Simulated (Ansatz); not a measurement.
## Al wire along [111], 19 atoms a period: bands along the axis

Wanted: the relaxed geometry and the bands of the Al wire along [111], 19 atoms a period.

Main program and level: Ansatz 0.2.0; DFT PBE, plane waves, PAW; relaxation of a wire's period; PAW set soft_1, in the first sound run; inputs show where later runs differ.

**1. The starting structure**

The cell holds 19 atoms: 19 Al. Cell: a = 12.513 Å, b = 13.397 Å, c = 6.997 Å, α = 90.0°, β = 90.0°, γ = 90.0°. Vacuum lies along a and b. The structure's axis is c.

**2. Relaxation of atoms and period**

Band widths follow the bond lengths, so the wire is relaxed first. The atoms and the third cell vector are free; the box across stays fixed as vacuum. A Fermi-Dirac smearing is set since the result may be a metal. The pressure printed is a third of the stress's trace over the whole box, vacuum included; only the stress along the axis is relaxed.

File input.yaml:

```yaml
crystal:
  lattice:
    - [12.513, 0.0, 0.0]
    - [0.0, 13.397, 0.0]
    - [0.0, 0.0, 6.9974852626]
  atoms:
    - { symbol: Al, position: [0.385867154, 0.315343849, 0.0] }
    - { symbol: Al, position: [0.500016894, 0.500010912, 0.0] }
    - { symbol: Al, position: [0.614166634, 0.315343849, 0.0] }
    - { symbol: Al, position: [0.728316374, 0.500010912, 0.0] }
    - { symbol: Al, position: [0.271717414, 0.623122287, 0.333333333] }
    - { symbol: Al, position: [0.385867154, 0.438455224, 0.333333333] }
    - { symbol: Al, position: [0.500016894, 0.623122287, 0.333333333] }
    - { symbol: Al, position: [0.500016894, 0.253788162, 0.333333333] }
    - { symbol: Al, position: [0.614166634, 0.438455224, 0.333333333] }
    - { symbol: Al, position: [0.728316374, 0.623122287, 0.333333333] }
    - { symbol: Al, position: [0.271717414, 0.376899537, 0.666666667] }
    - { symbol: Al, position: [0.385867154, 0.5615666, 0.666666667] }
    - { symbol: Al, position: [0.500016894, 0.376899537, 0.666666667] }
    - { symbol: Al, position: [0.500016894, 0.746233662, 0.666666667] }
    - { symbol: Al, position: [0.614166634, 0.5615666, 0.666666667] }
    - { symbol: Al, position: [0.728316374, 0.376899537, 0.666666667] }
    - { symbol: Al, position: [0.271717414, 0.500010912, 0.0] }
    - { symbol: Al, position: [0.385867154, 0.684677975, 0.0] }
    - { symbol: Al, position: [0.614166634, 0.684677975, 0.0] }
kpoints:
  mp_grid: { grid: [1, 1, 12] }
scf:
  occupations: { method: fermi_dirac, width: 0.05 }
hamiltonian:
  xc: pbe
  pseudopotentials: { kind: paw, azcp: { folder: soft_1 } }
relax:
  cell: { fix: [a, b, alpha, beta, gamma] }
  max_steps: 45
  f_tol: 0.03
```

Launch:

```console
$ ansatz run input.yaml --threads 8 --pin off --max-ram 16384MiB --backend cpu --events-out ev --progress --plain --runs-dir out
```

Numbers of over 12 decimals in the logs are rounded to 6 here.

What it wrote:

```text
Engine: ansatz 0.2.0, x86_64-unknown-linux-gnu
Pseudopotentials: kind: paw
Pseudopotential: Al, paw, valence charge 3, recommended cutoff 420 eV (normal), soft_1/Al.paw.azcp
Functional definition: PBE
  parameter kappa = 0.804
  parameter beta = 0.066725
  exchange = pbe_x(kappa = kappa, mu = beta*pi^2/3)
  correlation = pbe_c(beta = beta)
Crystal: 19 atoms, lattice volume = 1173.035 Å³
Basis set: ecut = 420 eV, 22979 PW (Γ), exchange–correlation on 180×180×96 points (8 copies of the dense FFT grid, shifted against one another)
Bands: 48, of which v1, the nominal top of the filled ones, is band 29 counted from 1 (28 counted from 0)
Symmetry: 4 space group operations
Space group: P2/m (ITA 10), of the structure as read, at distance tolerance 1.1e-4 Å
k-points: 7 of 12
Non-local potential: Al, projectors of the file, l = 0: 2, l = 1: 2, l = 2: 1
PAW form: soft (Blöchl's): semilocal exchange-correlation on the pseudo side does not see the compensation charge
PAW one-centre angular grid: Al, 110 points (default); XC on 64 Gauss nodes
Initial density: superposition of atomic densities (neutral atoms: chi_scale 0, normalization atom)
Initial wavefunctions: pseudopotential atomic-orbital guess
Functional: x = pbe(κ = 0.804, μ = 0.219515), c = pbe(β = 0.066725)
SCF iter   1: F=—  HF=-10205.585964 eV  |F-HF|=—  |Δ(HF+E_count)|=         —  Δρ=1.80e-2  dr2=3.12e1  ethr=3.10e-3  ⟨swp⟩=8.9  Hψ=2084  notcnv=0  defer=7
preconditioner: auto → LDOS  [metal: Δε(μ)=0.025 eV  Ē_g=5.655 eV  σ=0.050 eV  W_gap=0.13  n_scr=86 (ndim 8)  ℏωp=8.1 eV  f_vac=0.409  D(μ)=19.57/eV (n_scr^D=94)  β→1.0]
SCF iter   2: F=—  HF=-10200.543273 eV  |F-HF|=—  |Δ(HF+E_count)|=    5.04e0  Δρ=1.10e-2  dr2=2.53e0  ethr=3.10e-3  ⟨swp⟩=4.1  Hψ=906  notcnv=0  defer=35
SCF iter   3: F=—  HF=-10200.643367 eV  |F-HF|=—  |Δ(HF+E_count)|=   1.00e-1  Δρ=2.20e-3  dr2=5.05e-1  ethr=3.10e-3  ⟨swp⟩=3.6  Hψ=660  notcnv=0  defer=50
SCF iter   4: F=—  HF=-10200.584818 eV  |F-HF|=—  |Δ(HF+E_count)|=   5.85e-2  Δρ=8.53e-4  dr2=6.20e-2  ethr=8.86e-4  ⟨swp⟩=2.1  Hψ=423  notcnv=0  defer=50
SCF iter   5: F=—  HF=-10200.579815 eV  |F-HF|=—  |Δ(HF+E_count)|=   5.00e-3  Δρ=3.78e-4  dr2=4.94e-3  ethr=1.09e-4  ⟨swp⟩=2.0  Hψ=472  notcnv=0  defer=50
SCF iter   6: F=—  HF=-10200.579355 eV  |F-HF|=—  |Δ(HF+E_count)|=   4.60e-4  Δρ=1.16e-4  dr2=4.27e-4  ethr=8.66e-6  ⟨swp⟩=2.1  Hψ=501  notcnv=0  defer=50
SCF iter   7: F=—  HF=-10200.579340 eV  |F-HF|=—  |Δ(HF+E_count)|=   1.48e-5  Δρ=3.48e-5  dr2=4.04e-5  ethr=7.49e-7  ⟨swp⟩=2.4  Hψ=489  notcnv=0  defer=50
SCF iter   8: F=—  HF=-10200.579510 eV  |F-HF|=—  |Δ(HF+E_count)|=   1.70e-4  Δρ=1.26e-5  dr2=4.78e-6  ethr=7.09e-8  ⟨swp⟩=2.4  Hψ=576  notcnv=0  defer=50
SCF iter   9: F=—  HF=-10200.579510 eV  |F-HF|=—  |Δ(HF+E_count)|=   7.63e-8  Δρ=5.24e-6  dr2=1.05e-6  ethr=8.38e-9  ⟨swp⟩=2.4  Hψ=508  notcnv=0  defer=50
SCF iter  10: F=—  HF=-10200.579510 eV  |F-HF|=—  |Δ(HF+E_count)|=   7.98e-8  Δρ=1.75e-6  dr2=1.24e-7  ethr=1.85e-9  ⟨swp⟩=2.9  Hψ=509  notcnv=0  defer=50
SCF iter  11: F=-10200.579510 eV  HF=-10200.579510 eV  |F-HF|=6.09e-9  |Δ(HF+E_count)|=   1.69e-8  Δρ=6.55e-7  dr2=1.37e-8  ethr=1.75e-10  ⟨swp⟩=4.6  Hψ=1008  notcnv=0
SCF 1 converged in 11 iterations: F = -10200.579510 eV  dr2 = 1.37e-8
  greatest PAW one-centre occupation: 0.516 electrons in one spin orbital (limit 2), on the Al atom at site 13 (counted from 0), in its partial waves of l = 0
relax step   1: F+E_penalty+E_count = -10200.57951021 eV  Δ(F+E_penalty+E_count) = +0.000e0 eV  max|allowed force component| = 4.724e-1 eV/Å  Δτ_max = 0.0000 Å  P = -1.132 GPa  Ω = 1173.035 Å³  fix = [a, b, alpha, beta, gamma]  reactions: a -0.442, b -0.524 GPa; alpha +0.027 GPa/rad  (11 SCF iters, dr2 threshold 1.00e-7 eV, accepted)
Crystal: 19 atoms, lattice volume = 1116.899 Å³
Basis set: ecut = 420 eV, 21831 PW (Γ), exchange–correlation on 180×180×96 points (8 copies of the dense FFT grid, shifted against one another)
Initial density: handed on by an earlier stage of this run
Initial wavefunctions: those handed on with the density
iter 1 solved again at ethr=1.35e-3 eV; its pass at ethr=3.10e-3 eV (dr2=7.71e-1 eV) is discarded
SCF iter   1: F=—  HF=-10201.958671 eV  |F-HF|=—  |Δ(HF+E_count)|=         —  Δρ=4.47e-3  dr2=7.87e-1  ethr=1.35e-3  ⟨swp⟩=3.9  Hψ=1973  notcnv=0  defer=2
preconditioner: auto → LDOS  [insulator: Δε(μ)=0.144 eV  Ē_g=5.686 eV  σ=0.050 eV  W_gap=0.61  n_scr=78 (ndim 8)  ℏωp=8.4 eV  f_vac=0.459  D(μ)=4.69/eV (n_scr^D=8)  ε∞_Penn≈3.2  β→1.0]
SCF iter   2: F=—  HF=-10201.824361 eV  |F-HF|=—  |Δ(HF+E_count)|=   1.34e-1  Δρ=2.82e-3  dr2=4.08e-1  ethr=1.35e-3  ⟨swp⟩=4.3  Hψ=869  notcnv=0  defer=3
SCF iter   3: F=—  HF=-10201.739548 eV  |F-HF|=—  |Δ(HF+E_count)|=   8.48e-2  Δρ=3.65e-4  dr2=4.58e-3  ethr=7.15e-4  ⟨swp⟩=2.6  Hψ=595  notcnv=0  defer=37
SCF iter   4: F=—  HF=-10201.738694 eV  |F-HF|=—  |Δ(HF+E_count)|=   8.54e-4  Δρ=9.70e-5  dr2=4.07e-4  ethr=8.04e-6  ⟨swp⟩=2.7  Hψ=621  notcnv=0  defer=39
SCF iter   5: F=—  HF=-10201.738668 eV  |F-HF|=—  |Δ(HF+E_count)|=   2.64e-5  Δρ=3.27e-5  dr2=4.46e-5  ethr=7.14e-7  ⟨swp⟩=2.7  Hψ=507  notcnv=0  defer=41
SCF iter   6: F=—  HF=-10201.738674 eV  |F-HF|=—  |Δ(HF+E_count)|=   6.41e-6  Δρ=1.41e-5  dr2=1.07e-5  ethr=7.83e-8  ⟨swp⟩=2.7  Hψ=507  notcnv=0  defer=41
SCF iter   7: F=-10201.738674 eV  HF=-10201.738674 eV  |F-HF|=1.76e-7  |Δ(HF+E_count)|=   3.65e-7  Δρ=4.53e-6  dr2=7.46e-7  ethr=3.33e-9  ⟨swp⟩=3.9  Hψ=1223  notcnv=0
SCF 2 converged in 7 iterations: F = -10201.738674 eV  dr2 = 7.46e-7
  greatest PAW one-centre occupation: 0.501 electrons in one spin orbital (limit 2), on the Al atom at site 13 (counted from 0), in its partial waves of l = 0
relax step   2: F+E_penalty+E_count = -10201.73867412 eV  Δ(F+E_penalty+E_count) = -1.159e0 eV  max|allowed force component| = 2.429e-1 eV/Å  Δτ_max = 0.1371 Å  P = -0.047 GPa  Ω = 1116.899 Å³  energy of the carried Pulay correction = +3.213e-3 eV  fix = [a, b, alpha, beta, gamma]  reactions: a +0.168, b +0.223 GPa; alpha -0.060 GPa/rad  (7 SCF iters, dr2 threshold 1.90e-6 eV, accepted)
Crystal: 19 atoms, lattice volume = 1083.009 Å³
Basis set: ecut = 420 eV, 21189 PW (Γ), exchange–correlation on 180×180×96 points (8 copies of the dense FFT grid, shifted against one another)
iter 1 solved again at ethr=9.67e-4 eV; its pass at ethr=3.10e-3 eV (dr2=5.51e-1 eV) is discarded
SCF iter   1: F=—  HF=-10201.758326 eV  |F-HF|=—  |Δ(HF+E_count)|=         —  Δρ=3.71e-3  dr2=5.53e-1  ethr=9.67e-4  ⟨swp⟩=4.3  Hψ=1925  notcnv=0  defer=2
[...]
relax step   5: F+E_penalty+E_count = -10201.87149072 eV  Δ(F+E_penalty+E_count) = -7.514e-3 eV  max|allowed force component| = 3.731e-2 eV/Å  Δτ_max = 0.0231 Å  P = +0.033 GPa  Ω = 1100.861 Å³  energy of the carried Pulay correction = +4.160e-3 eV  fix = [a, b, alpha, beta, gamma]  reactions: a -0.017, b +0.023 GPa; alpha +0.006 GPa/rad  (5 SCF iters, dr2 threshold 8.71e-7 eV, accepted)
[...]
relax step   6: F+E_penalty+E_count = -10201.87073152 eV  Δ(F+E_penalty+E_count) = +7.592e-4 eV  max|allowed force component| = 5.728e-2 eV/Å  Δτ_max = 0.0276 Å  P = +0.010 GPa  Ω = 1100.569 Å³  energy of the carried Pulay correction = +4.177e-3 eV  fix = [a, b, alpha, beta, gamma]  (6 SCF iters, dr2 threshold 8.70e-8 eV, rejected (line search))
[...]
relax step   7: F+E_penalty+E_count = -10201.87256518 eV  Δ(F+E_penalty+E_count) = -1.074e-3 eV  max|allowed force component| = 3.022e-3 eV/Å  Δτ_max = 0.0083 Å  P = -0.016 GPa  Ω = 1102.125 Å³  energy of the carried Pulay correction = +4.085e-3 eV  fix = [a, b, alpha, beta, gamma]  reactions: a -0.049, b +0.003 GPa; alpha +0.001 GPa/rad  (8 SCF iters, accepted)
Basis set: ecut = 420 eV, 21549 PW (Γ), exchange–correlation on 180×180×90 points (8 copies of the dense FFT grid, shifted against one another)
Initial wavefunctions: pseudopotential atomic-orbital guess (no wavefunctions were taken with the density)
iter 1 solved again at ethr=7.20e-7 eV; its pass at ethr=3.10e-3 eV (dr2=4.10e-4 eV) is discarded
SCF iter   1: F=—  HF=-10201.869972 eV  |F-HF|=—  |Δ(HF+E_count)|=         —  Δρ=1.78e-5  dr2=3.80e-7  ethr=7.20e-7  ⟨swp⟩=5.0  Hψ=3277  notcnv=0  defer=1
eigensolver tolerance schedule: the retry pair's looser diagonalisation over-reported the residual by 1077.24 of it (diagonalisation noise at 0.33 of the residual, at the tolerance the schedule requests for it); recorded, not acted on — ethr = c·dr2/N_el stays at c = 1.0e-1
preconditioner: auto → LDOS  [insulator: Δε(μ)=0.156 eV  Ē_g=5.635 eV  σ=0.050 eV  W_gap=0.60  n_scr=78 (ndim 8)  ℏωp=8.4 eV  f_vac=0.458  D(μ)=4.63/eV (n_scr^D=8)  ε∞_Penn≈3.2  β→1.0]
SCF iter   2: F=—  HF=-10201.870245 eV  |F-HF|=—  |Δ(HF+E_count)|=   2.74e-4  Δρ=1.78e-6  dr2=1.98e-7  ethr=6.67e-10  ⟨swp⟩=3.6  Hψ=795  notcnv=0  defer=1
SCF iter   3: F=—  HF=-10201.870245 eV  |F-HF|=—  |Δ(HF+E_count)|=   1.79e-8  Δρ=6.42e-7  dr2=1.87e-8  ethr=3.47e-10  ⟨swp⟩=2.0  Hψ=420  notcnv=0  defer=1
SCF iter   4: F=—  HF=-10201.870245 eV  |F-HF|=—  |Δ(HF+E_count)|=  2.33e-10  Δρ=1.16e-7  dr2=6.49e-10  ethr=3.28e-11  ⟨swp⟩=2.0  Hψ=415  notcnv=0  defer=1
SCF iter   5: F=-10201.870245 eV  HF=-10201.870245 eV  |F-HF|=1.60e-10  |Δ(HF+E_count)|=  5.64e-11  Δρ=4.69e-8  dr2=1.78e-10  ethr=1.00e-12  ⟨swp⟩=5.1  Hψ=1171  notcnv=0
SCF 8 converged in 5 iterations: F = -10201.870245 eV  dr2 = 1.78e-10
relax step   8: F+E_penalty+E_count = -10201.87024527 eV  Δ(F+E_penalty+E_count) = +2.320e-3 eV  max|allowed force component| = 3.117e-3 eV/Å  Δτ_max = 0.0000 Å  P = -0.021 GPa  Ω = 1102.125 Å³  fix = [a, b, alpha, beta, gamma]  reactions: a -0.052, b -0.000 GPa; alpha +0.001 GPa/rad  stress off target by 9.49e-3 GPa on what of the cell is left free  SCF on the basis re-selected at this cell (its energy is not comparable with the rows above)  (5 SCF iters)
basis re-selected at this cell: Δ(F+E_penalty+E_count) = +2.320e-3 eV, ΔP = -0.004 GPa vs the last step (what re-selecting the basis moved, of the pressure what is left beyond the Pulay correction that the steps carried, after the strain that the cell walked since its last selection, with what the two solves' SCF thresholds leave and, on support functions, any second-order correction that the steps lacked; it is no measure of the basis error at this ecutwfc). The dense FFT grid was sized anew with the basis: this SCF ran on 90×90×45 points, the steps before it on 90×90×48, so part of this shift can come from that change (see relax.cell in the input reference). [rest of the remark cut]
SCF converged after 5 iterations
Free energy (F): -10201.870245 eV
Harris-Foulkes:  -10201.870245 eV  (|F-HF|=1.60e-10)
Internal energy: -10201.825550 eV  (E = F + TS)
E sigma→0 (E₀):  -10201.847898 eV
Entropy (-TS):   -0.044695 eV (-2.352 meV/atom)
Fermi energy:    -0.539996 eV
--- Per-component energies (eV) ---
  E_band       = -249.854957
  E_kinetic    = 394.878900
  E_local      = -3896.692695  (includes V_loc(G=0)·N_el)
  E_nonlocal   = 197.743428
  E_hartree    = 1822.194553
  E_xc         = -693.152662
  E_vxc        = -522.765509  (∫ρ·V_xc dr)
  E_paw        = -8919.550646  (= ΣΔE_a)
  E_vpaw       = -67.407985  (= ΣTr[D̂ρ^β])
  E_aug_tail   = -0.000037  (compensation charges beyond the density's cutoff)
  E_ewald      = 892.753610
  E_smearing   = -0.044695  (= −TS)
  E_closure    = 0.000000  (closes the sum)
  Σ components = -10201.870245   (vs F -10201.870245, Δ=0.00e0)
--- Forces (eV/Å), atoms counted from 1 ---
  atom   1  Al     0.00140715     0.00098065     0.00003652
  atom   2  Al     0.00000000    -0.00000000     0.00000000
  atom   3  Al    -0.00140715     0.00098065     0.00003652
  atom   4  Al    -0.00136648    -0.00000000     0.00000000
  atom   5  Al     0.00272441    -0.00181683    -0.00037224
  atom   6  Al    -0.00172629     0.00066571    -0.00019550
  atom   7  Al    -0.00000000    -0.00188849    -0.00272192
  atom   8  Al    -0.00000000     0.00227263    -0.00311736
  atom   9  Al     0.00172629     0.00066571    -0.00019550
  atom  10  Al    -0.00272441    -0.00181683    -0.00037224
  atom  11  Al     0.00272441     0.00181683     0.00037224
  atom  12  Al    -0.00172629    -0.00066571     0.00019550
  atom  13  Al     0.00000000     0.00188849     0.00272192
  atom  14  Al    -0.00000000    -0.00227263     0.00311736
  atom  15  Al     0.00172629    -0.00066571     0.00019550
  atom  16  Al    -0.00272441     0.00181683     0.00037224
  atom  17  Al     0.00136648    -0.00000000     0.00000000
  atom  18  Al     0.00140715    -0.00098065    -0.00003652
  atom  19  Al    -0.00140715    -0.00098065    -0.00003652
  max |Σ_I F_I| component: 4.61e-19 eV/Å
--- Stress (GPa, compression-positive) ---
       -0.051887       0.000000      -0.000000
        0.000000      -0.000451      -0.000936
       -0.000000      -0.000936      -0.009487
  P = ⅓ Tr σ = -0.0206 GPa (-0.206 kbar)
--- Relaxed structure (7 steps of the walk, 5 accepted, 1 SCFs on fresh bases) ---
  F+E_penalty+E_count = -10201.87024527 eV   max|allowed force component| = 3.117e-3 eV/Å   (the final SCF, on the basis selected at the relaxed cell)
  cell:  # Å, volume = 1102.1253 Å³
    - [12.513, 0.0, 0.0]
    - [0.0, 13.397, 0]
    - [0.0, 0, 6.574488]
  atoms:
    - { symbol: Al, position: [0.384418, 0.314464, -0.00135644] }
    - { symbol: Al, position: [0.500017, 0.500010912, 1.223223846023721e-19] }
    - { symbol: Al, position: [0.615616, 0.314464, -0.00135644] }
    - { symbol: Al, position: [0.733867, 0.500010912, 1.223223846023721e-19] }
    - { symbol: Al, position: [0.275153, 0.620554, 0.312117] }
    - { symbol: Al, position: [0.373938, 0.433338, 0.334678] }
    - { symbol: Al, position: [0.500017, 0.632990, 0.336373] }
    - { symbol: Al, position: [0.500017, 0.260434, 0.310488] }
    - { symbol: Al, position: [0.626096, 0.433338, 0.334678] }
    - { symbol: Al, position: [0.724881, 0.620554, 0.312117] }
    - { symbol: Al, position: [0.275153, 0.379468, 0.687883] }
    - { symbol: Al, position: [0.373938, 0.566684, 0.665322] }
    - { symbol: Al, position: [0.500017, 0.367032, 0.663627] }
    - { symbol: Al, position: [0.500017, 0.739588, 0.689512] }
    - { symbol: Al, position: [0.626096, 0.566684, 0.665322] }
    - { symbol: Al, position: [0.724881, 0.379468, 0.687883] }
    - { symbol: Al, position: [0.266167, 0.500010912, 1.223223846023721e-19] }
    - { symbol: Al, position: [0.384418, 0.685557, 0.00135644] }
    - { symbol: Al, position: [0.615616, 0.685557, 0.00135644] }
```

Wall time 20 s (8 threads of AMD EPYC 9B45 (Zen 5), shared host); peak memory 2.6 GiB; 2.2 min of CPU time.

(Part 1 of 2 ends here.)

[Logs are printed without paths, hosts, clocks, repeated set-up lines and the standing remarks that a program may print on its own settings, such as how far it seeks lower states.]

[Hosts, paths, dates, database ids (printed as entryN), source tags and the programs' standing remarks are cut or masked in the printed files.]
